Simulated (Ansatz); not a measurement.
## AgC (built on the sites of a database entry of TlC): following an unstable mode

Which phase does AgC (built on the sites of a database entry of TlC) fall into along its unstable mode, and how much energy does it gain?

Calculated with Ansatz 0.2.0; DFT LDA, scalar-relativistic, plane waves, PAW.

Most raw output is cut from this account.

The structure was built from a prototype and need not be the compound's stable phase.

### Step 1. The structure

It takes space group P4/mmm (No. 123, tetragonal). Conventional cell: a = 3.045 Å, b = 3.045 Å, c = 2.645 Å, α = 90.00°, β = 90.00°, γ = 90.00°. Nearest to Ag lie 4 C at 2.15 Å. Nearest to C lie 4 Ag at 2.15 Å. Farther neighbours are not listed.

### Step 2. Phonons on a q mesh

The cell comes from relaxations at this level that are not shown. Stability and thermal properties need the whole zone. Linear response on a 4×4×4 q mesh gives force constants as far as a supercell of that size would.

File input.yaml:

```yaml
crystal:
  lattice:
    - [3.0451901394, 0.0, 0.0]
    - [0.0, 3.0451901394, 0.0]
    - [0.0, 0.0, 2.6454642229]
  atoms:
    - { symbol: Ag, position: [0.0, 0.0, 0.145] }
    - { symbol: C, position: [0.5, 0.5, 0.145] }
kpoints:
  mp_grid: { grid: [12, 12, 16] }
hamiltonian:
  xc: lda
scf:
  occupations: { method: methfessel_paxton, width: 0.15 }
output:
  eigenvalues: true
phonons:
  method: dfpt
  qmesh: [4, 4, 4]
  temperatures: { t_max: 1000, t_step: 50 }
  qpath:
    path:
      - [[0.0, 0.0, 0.0], [0.0, 0.5, 0.0], [0.5, 0.5, 0.0], [0.0, 0.0, 0.0], [0.0, 0.0, 0.5], [0.0, 0.5, 0.5], [0.5, 0.5, 0.5], [0.0, 0.0, 0.5]]
      - [[0.0, 0.5, 0.0], [0.0, 0.5, 0.5]]
      - [[0.5, 0.5, 0.0], [0.5, 0.5, 0.5]]
    npoints: 10
```

Command:

```console
$ ansatz run input.yaml --threads 4 --pin off --max-ram 7168MiB --backend cpu --events-out ev --progress --plain --runs-dir out
```

It took 9.3 min on 4 threads of Arm Neoverse V2, shared host; peak memory 2.2 GiB.

Numbers from this step:

- volume per atom: 12.27 Å³
- gap on the k-mesh: 0 eV
- sum-rule residual before enforcement: 8.05e-5 eV/Å²
- lowest frequency on the path: -630.6 cm⁻¹
- point group: 4/mmm
- highest frequency on the path or at a solved wavevector: 521.4 cm⁻¹
- highest optical mode at the zone centre (no LO-TO term): 382.1 cm⁻¹
- lowest optical zone-centre mode: 158.1 cm⁻¹
- lowest mode on the q mesh (acoustic modes at Γ apart): -630.6 cm⁻¹

Frequencies (cm⁻¹) solved at each irreducible wavevector; negative means imaginary. Frequencies by wavevector, by row:

```csv
q in reciprocal lattice units,star,mode 1,mode 2,mode 3,mode 4,mode 5,mode 6
0 0 0,1,0,0,0,158.1,382.1,382.1
0 0 0.25,2,-274.9,40.6,40.6,152.5,362.8,362.8
0 0 -0.5,1,-535.3,59.1,59.1,217.1,283.5,283.5
0 0.25 0,4,35.7,94,104.4,131.4,423.4,451.8
0 0.25 0.25,8,-293.4,102.3,118.5,161.4,432.2,432.6
0 0.25 -0.5,4,-594.7,108.2,118.7,218.4,421.1,431.2
0 -0.5 0,2,23.6,62.4,155.8,178.4,437.8,520.2
0 -0.5 0.25,4,-313.1,156.1,163.6,178.4,459.9,516
0 -0.5 -0.5,2,-630.6,156.8,173.2,220,460,486.6
0.25 0.25 0,4,10.7,57.9,110.8,165.4,422.4,478.2
0.25 0.25 0.25,8,-296.9,35.2,149.3,162.6,407.8,489.2
0.25 0.25 -0.5,4,-619,43.6,144.7,213.5,384.3,490.6
0.25 -0.5 0,4,76.7,98.5,103.3,114.5,452.4,475.4
0.25 -0.5 0.25,8,-301.4,114.8,116.9,153.7,469.4,472.7
0.25 -0.5 -0.5,4,-597.6,109.2,115.6,210.8,462.6,466.5
-0.5 -0.5 0,1,-91.6,-91.6,80.2,120.2,450.3,450.3
-0.5 -0.5 0.25,2,-299.4,-73.9,-73.9,146.9,438.6,438.6
-0.5 -0.5 -0.5,1,-560.5,-112.2,-112.2,203.4,395.4,395.4
```

Interpolated from a 4×4×4 q mesh. Phonon branches along the path, in cm⁻¹:

```csv
point,branch 1,branch 2,branch 3,branch 4,branch 5,branch 6
Γ,0,0,0,158,382,382
halfway,36,94,104,131,423,452
X,24,62,156,178,438,520
halfway,77,98,103,115,452,475
M,-92,-92,80,120,450,450
halfway,11,58,111,165,422,478
Γ,0,0,0,158,382,382
halfway,-275,41,41,152,363,363
Z,-535,59,59,217,284,284
halfway,-595,108,119,218,421,431
R,-631,157,173,220,460,487
halfway,-598,109,116,211,463,466
A,-560,-112,-112,203,395,395
halfway,-619,44,145,214,384,491
Z,-535,59,59,217,284,284
jump to X,24,62,156,178,438,520
halfway,-313,156,164,178,460,516
R,-631,157,173,220,460,487
jump to M,-92,-92,80,120,450,450
halfway,-299,-74,-74,147,439,439
A,-560,-112,-112,203,395,395
```

Symmetry leaves 18 wavevectors to solve. The lowest mode among them, the acoustic zeros apart, lies at q = (0, -0.5, -0.5) and is imaginary, 630.6i cm⁻¹, so the energy falls along it.

### Step 3. The mode frozen in, largest atomic shift 0 Å

The mode followed lies at q = (0.25, 0.25, -0.5) with frequency 619.0i cm⁻¹, one of the unstable modes though not the softest. At small amplitude the distorted cell has space group no. 65 by a symmetry search on the positions. The undistorted cell that holds it gives the zero of energy on the same k mesh.

System of this step: AgC (built on the sites of a database entry of TlC). It takes space group P4/mmm (No. 123, tetragonal). The conventional cell has a = 3.045 Å, b = 3.045 Å, c = 2.645 Å, α = 90.00°, β = 90.00°, γ = 90.00°. Nearest to Ag lie 4 C at 2.15 Å. Nearest to C lie 4 Ag at 2.15 Å. Farther neighbours are not listed.

File input.yaml:

```yaml
crystal:
  lattice:
    - [-3.0451901394, 3.0451901394, 0.0]
    - [-3.0451901394, -3.0451901394, -2.6454642229]
    - [-3.0451901394, -3.0451901394, 2.6454642229]
  atoms:
    - { symbol: Ag, position: [0.0, 0.4275, 0.5725] }
    - { symbol: Ag, position: [0.5, 0.1775, 0.3225] }
    - { symbol: Ag, position: [0.0, 0.9275, 0.0725] }
    - { symbol: Ag, position: [0.5, 0.6775, 0.8225] }
    - { symbol: C, position: [0.5, 0.4275, 0.5725] }
    - { symbol: C, position: [0.0, 0.1775, 0.3225] }
    - { symbol: C, position: [0.5, 0.9275, 0.0725] }
    - { symbol: C, position: [0.0, 0.6775, 0.8225] }
kpoints:
  mp_grid: { grid: [8, 8, 8] }
hamiltonian:
  xc: lda
scf:
  occupations: { method: methfessel_paxton, width: 0.15 }
output:
  forces: true
  stress: true
  eigenvalues: true
```

Run time: 6.4 s. Hardware: 4 threads; peak memory 0.66 GiB; 25 s of CPU time.

Numbers from this step:

```yaml
pressure: -0.1176 GPa
energy_from_the_undistorted_cell: 0 meV/atom
```

The run ends at a pressure of -0.12 GPa.

### Step 4. The mode frozen in, largest atomic shift 0.6 Å

The atoms are moved along the unstable eigenvector, the largest shift by 0.6 Å, with the cell fixed.

input.yaml, the sections that differ from step 3:

```yaml
crystal:
  lattice:
    - [-3.0451901394, 3.0451901394, 0.0]
    - [-3.0451901394, -3.0451901394, -2.6454642229]
    - [-3.0451901394, -3.0451901394, 2.6454642229]
  atoms:
    - { symbol: Ag, position: [0.0, 0.4275, 0.5725] }
    - { symbol: Ag, position: [0.5, 0.1771667159, 0.3228332841] }
    - { symbol: Ag, position: [0.0, 0.9275, 0.0725] }
    - { symbol: Ag, position: [0.5, 0.6778332841, 0.8221667159] }
    - { symbol: C, position: [0.5, 0.4275, 0.5725] }
    - { symbol: C, position: [0.0, 0.064098353, 0.435901647] }
    - { symbol: C, position: [0.5, 0.9275, 0.0725] }
    - { symbol: C, position: [0.0, 0.790901647, 0.709098353] }
# kpoints, hamiltonian, scf, output: as in step 3
```

The job ended after 7.1 s (4 threads; peak memory 0.67 GiB).

This step gave:

```
pressure                         : -2.223 GPa
energy from the undistorted cell : -492.2 meV/atom
```

The energy, extrapolated to zero smearing, is -492.23 meV/atom against the undistorted cell.

The run ends at a pressure of -2.22 GPa, with forces up to 3.5 eV/Å.

### Step 5. Energy along the mode, all amplitudes (two of the runs are shown above)

An imaginary frequency means negative curvature, so the energy should fall and then rise again as anharmonic terms take over.

This step gave:

```
depth at the lowest point sampled  : 492.2 meV/atom
largest atomic shift at that point : 0.6 Å
```

Table of energy from the parent by largest atomic shift:

```csv
largest atomic shift (Å),energy from the parent (meV/atom)
0.000,0
0.040,-3.28
0.080,-12.8
0.140,-38.4
0.220,-90.6
0.320,-176
0.450,-318
0.600,-492
```

Displacement at unit largest shift by atom:

```csv
atom,x (Å),y (Å),z (Å),size
Ag1,0.00,0.00,0.00,0.00
Ag2,0.00,0.00,0.00,0.00
Ag3,0.00,0.00,0.00,0.00
Ag4,0.00,0.00,0.00,0.00
C5,0.00,0.00,0.00,0.00
C6,0.00,0.00,1.00,1.00
C7,0.00,0.00,0.00,0.00
C8,0.00,0.00,-1.00,1.00
```

The lowest of the steps tried is the last one, at 0.6 Å, 492 meV/atom below the parent; the bottom of the well need not coincide with a step.

### Step 6. Relaxing from the distorted cell

Starting from the lowest point found, all atoms and the cell are let go, so that strain and other modes of the same symmetry can join in.

input.yaml, as its differences from that of step 4:

```diff
@@ -24 +24,6 @@
   eigenvalues: true
+relax:
+  adjacent_minimum: "off"
+  f_tol: 0.002
+  max_steps: 120
+  cell: { stress_tol: 0.03 }
```

It took 93 s on 4 threads; peak memory 0.71 GiB.

Step by step:

```csv
step,energy less that of the first step (eV),largest force component (eV/Å),pressure (GPa),volume (Å³)
1,0.0000,3.4741,-2.22,98.13
2,-0.2967,1.9836,-2.19,100.00
3,-0.3042,3.0147,4.57,99.08
4,-0.3943,0.0980,-0.83,101.44
5,-0.3974,0.0063,0.01,100.93
6,-0.3975,0.0019,0.00,100.90
7*,-0.4067,0.0131,0.13,100.90
8,-0.4069,0.0017,0.04,101.15
9,-0.4064,0.0166,-0.22,101.36
10,-0.4068,0.0003,0.00,101.20
11*,-0.4072,0.0004,0.00,101.20
```

Relaxation steps marked * repeat the geometry before them on a plane-wave basis chosen anew for their cell, so energy and pressure can jump there. Relaxation step 9 was tried and not accepted.

Forces are held to the 8 operations that the run works with; a distortion that breaks them can't arise in this run.

```csv
"conventional cell, symmetrised",before,after,change
a (Å),5.291,5.678,+7.3 %
b (Å),8.613,8.402,-2.5 %
c (Å),4.307,4.242,-1.5 %
volume (Å³/atom),12.27,12.65,+3.1 %
```

The atoms that moved most (Å, as changes of fractional coordinates times the final cell):

```csv
atom,dx,dy,dz,length
C8,0.000,0.000,-0.112,0.112
C6,0.000,0.000,0.112,0.112
Ag2,0.000,0.000,-0.008,0.008
Ag4,0.000,0.000,0.008,0.008
```

This step gave:

- pressure: 0.002670 GPa
- volume per atom: 12.65 Å³

The distorted start has space group Cmmm; the relaxation ends in Cmmm.

### Step 7. The new phase in its own primitive cell

The relaxed structure is symmetrised, reduced to its primitive cell and relaxed tightly, as its phonons need.

input.yaml, the sections that differ from step 6:

```yaml
crystal:
  lattice:
    - [2.839095285, -4.2010117921, 0.0]
    - [2.839095285, 4.2010117921, 0.0]
    - [0.0, 0.0, 4.2424849379]
  atoms:
    - { symbol: Ag, position: [0.0, 0.5, 0.0] }
    - { symbol: Ag, position: [0.2510286852, 0.2510286852, 0.5] }
    - { symbol: Ag, position: [0.5, 0.0, 0.0] }
    - { symbol: Ag, position: [0.7489713148, 0.7489713148, 0.5] }
    - { symbol: C, position: [0.0, 0.5, 0.5] }
    - { symbol: C, position: [0.1169513342, 0.1169513342, 0.0] }
    - { symbol: C, position: [0.5, 0.0, 0.5] }
    - { symbol: C, position: [0.8830486658, 0.8830486658, 0.0] }
relax:
  adjacent_minimum: "off"
  f_tol: 0.001
  max_steps: 60
  cell: { stress_tol: 0.01 }
# kpoints, hamiltonian, scf, output: as in step 6
```

Elapsed: 25 s, on 4 threads; peak memory 0.71 GiB.

Little changed from the start: no atom moved by 0.005 Å and no cell edge by 0.1 %.

This step gave:

```yaml
pressure: -0.003037 GPa
```

The largest force component left is 0.30 meV/Å and the pressure is -0.003 GPa, within the tolerances set. The cell now holds 12.65 Å³/atom.

### Step 8. Modes of the new phase, k-mesh 8×8×8

A relaxed structure may still be a saddle point, so its zone-centre modes are computed. No field response is asked, since the mesh shows no gap.

File input.yaml:

```yaml
crystal:
  lattice:
    - [2.8394466132, -4.2009497022, 0.0]
    - [2.8394466132, 4.2009497022, 0.0]
    - [0.0, 0.0, 4.2424405573]
  atoms:
    - { symbol: Ag, position: [0.0, 0.5, 0.0] }
    - { symbol: Ag, position: [0.2510145262, 0.2510145262, 0.5] }
    - { symbol: Ag, position: [0.5, 0.0, 0.0] }
    - { symbol: Ag, position: [0.7489854738, 0.7489854738, 0.5] }
    - { symbol: C, position: [0.0, 0.5, 0.5] }
    - { symbol: C, position: [0.1169371528, 0.1169371528, 0.0] }
    - { symbol: C, position: [0.5, 0.0, 0.5] }
    - { symbol: C, position: [0.8830628472, 0.8830628472, 0.0] }
kpoints:
  mp_grid: { grid: [8, 8, 8] }
hamiltonian:
  xc: lda
scf:
  occupations: { method: methfessel_paxton, width: 0.15 }
output:
  eigenvalues: true
phonons:
  method: dfpt
```

Wall time 6.4 min (4 threads); peak memory 2.6 GiB; 25 min of CPU time.

Numbers from this step:

| Item | Value |
| --- | --- |
| sum-rule residual before enforcement | 5.98e-5 eV/Å² |
| point group | mmm |
| highest optical mode at the zone centre (no LO-TO term) | 1383 cm⁻¹ |
| lowest optical zone-centre mode | -470.3 cm⁻¹ |

Patterns of degenerate modes are one choice out of their space. The modes at Γ (shares of kinetic energy by element, %) (negative means imaginary):

```csv
mode,frequency (cm⁻¹),symmetry,Ag %,C %
1,-470.3,B2u,0,100
2,0.0,acoustic,90,10
3,0.0,acoustic,90,10
4,0.0,acoustic,90,10
5,81.3,Au,89,11
6,87.2,B3u,100,0
7,88.0,B1u,92,8
8,91.0,B2u,92,8
9,123.2,B3u,93,7
10,129.1,B2g,99,1
11,145.1,Ag,100,0
12,147.1,B2u,97,3
13,191.4,B1g,100,0
14,210.3,B3u,4,96
15,331.8,B3u,14,86
16,343.2,B1u,7,93
17,361.9,B2g,1,99
18,382.9,B2u,12,88
19,411.2,B1g,0,100
20,534.7,Au,11,89
21,542.6,B1u,10,90
22,565.7,B2u,10,90
23,604.1,B3u,0,100
24,1383.4,Ag,0,100
```

Displacements in mode 1 (-470.3 cm⁻¹), the largest set to 1:
```
Ag1  0.01  0.00  0.00
Ag2  0.00 -0.01  0.00
Ag3 -0.01  0.00  0.00
Ag4  0.00 -0.01  0.00
C5   1.00 -0.03  0.00
C6   0.00  0.06  0.00
C7  -1.00 -0.03  0.00
C8   0.00  0.06  0.00
```

Displacements in mode 8 (91.0 cm⁻¹), the largest set to 1:
```
Ag1 -0.26  1.00  0.00
Ag2  0.00 -0.99  0.00
Ag3  0.26  1.00  0.00
Ag4  0.00 -0.99  0.00
C5  -0.14 -0.95  0.00
C6   0.00  0.88  0.00
C7   0.14 -0.95  0.00
C8   0.00  0.88  0.00
```

Before it was imposed, the acoustic sum rule was missed by 6.0e-5 eV/Å². Small misses are needed for a sound result but don't prove that mesh and cutoff are converged. The lowest optical mode is imaginary, 470.3i cm⁻¹, so the energy falls along it.

### Step 9. The phases reached

The phases reached along the modes that were followed are set side by side.

Energies are those of the first relaxation, on the mesh of the frozen mode; space group, volume and gap are those of the last relaxation. Phases, by row:

```csv
mode frozen in,space group,energy from parent (meV/atom),volume (Å³/atom),gap on mesh (eV),lowest zone-centre optical mode (cm⁻¹),largest shift (Å)
parent,P4/mmm,0,12.27,0,–,–
"q = (0, -0.5, -0.5), 631i cm⁻¹",Cmmm,-1139,12.77,0,101.5,0.807
"q = (0.25, 0.25, -0.5), 619i cm⁻¹",Cmmm,-543.2,12.65,0,-470.3,0.755
```

### Step 10. Outcome

```yaml
unstable_mode_of_the_parent: q = (0.25, 0.25, -0.5), 619i cm⁻¹
depth_at_the_lowest_point_sampled: 492 meV/atom
largest_atomic_shift_at_that_point: 0.6 Å
space_group_reached_within_0p01_a: Cmmm
energy_gained_over_the_parent_first_relaxation_on_the_mesh_of_the_frozen_mode: 543 meV/atom
volume_per_atom_phase_reached: 12.7 Å³
lowest_optical_zone_centre_mode_phase_reached: -470 cm⁻¹
highest_optical_mode_at_the_zone_centre_no_lo_to_term_phase_reached: 1383 cm⁻¹
```

In words: Along this mode the structure falls into Cmmm, 543 meV/atom below the parent. At the parent's cell the well is 492.2 meV/atom deep on the steps tried, with its lowest point at a shift of 0.6 Å. That is the last step tried, so the steps alone don't bracket the bottom of the well. Relaxing atoms and cell changes the gain by +50.99 meV/atom against the lowest step (energies at zero smearing). The new phase still has an imaginary mode at the zone centre of its cell, so it is a saddle point on the way to a lower structure. Of the 2 patterns followed to their end from this parent, this one ends 596 meV/atom above the lowest, Cmmm. Each path keeps the symmetry of its pattern, so a lower phase may lie along a pattern not tried. The relaxed cell left the space group of the starting entry, even within 0.1 Å, so it may not be the phase that the entry, or a measurement on it, describes. With no gap, or one that is small against the smearing, the frequencies hang on the k mesh and the smearing, most of all near Kohn anomalies. The phonon runs are without spin polarisation, although the cell has an odd electron count. The starting cell was built on a prototype and not taken from a measurement, so the phase need not exist.

[Logs are printed without paths, hosts, clocks, repeated set-up lines and the standing remarks that a program may print on its own settings, such as how far it seeks lower states.]

[Hosts, paths, dates, database ids (printed as entryN), source tags and the programs' standing remarks are cut or masked in the printed files.]
